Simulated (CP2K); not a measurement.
Consider vinylketene at its PBE geometry (Å).

```xyz
9

C    -1.5284    0.4449   -0.4705
C    -0.4340    0.2412    0.2855
C     0.8074   -0.3499   -0.1937
C     1.8689   -0.5460    0.5780
O     2.8085   -0.7217    1.2630
H    -1.5597    0.1734   -1.5262
H    -2.4230    0.8904   -0.0402
H    -0.4542    0.5303    1.3383
H     0.9144   -0.6627   -1.2340
```

Method: CP2K XAS_TDP, all-electron GAPW, PBEh(45%), aug-cc-pVDZ, TDA, GW2X-corrected core level, no relativity.

**Question.** Predict the bright core excitations at the O K edge.

Leading lines: O5 532.91 eV. The leading line of an atom is its first one with 35 % of the strongest within 2.5 eV of its lowest line over the strength cut. Core ionisation energies at this level: O5 539.89 eV.

The first six lines of each atom with a strength over 0.0015:

| atom | energy (eV) | states | strength, one atom | above the computed threshold |
| --- | --- | --- | --- | --- |
| O5 (bonded to C) | 532.91 | 1 | 0.0421 |  |
|  | 536.21 | 1 | 0.0244 |  |
|  | 537.72 | 1 | 0.0021 |  |
|  | 539.59 | 1 | 0.0031 |  |
|  | 539.87 | 1 | 0.0050 |  |
|  | 540.22 | 1 | 0.0078 | yes |

Lines are vertical, at one geometry, with no vibrational structure. GW2X ionisation energies and lines can be off by 1 to 2 eV either way, and a good line position may hide errors that cancel. These values hold no scalar relativity, about 0.4 eV for O 1s. Rydberg lines, and the discretised continuum above threshold, depend on the basis and the box.

[Banner, clock and machine lines of the logs are left out without a mark of their own.]

[Logs are printed without paths, hosts, clocks, repeated set-up lines and the standing remarks that a program may print on its own settings, such as how far it seeks lower states.]

[Hosts, paths, dates, database ids (printed as entryN), source tags and the programs' standing remarks are cut or masked in the printed files.]
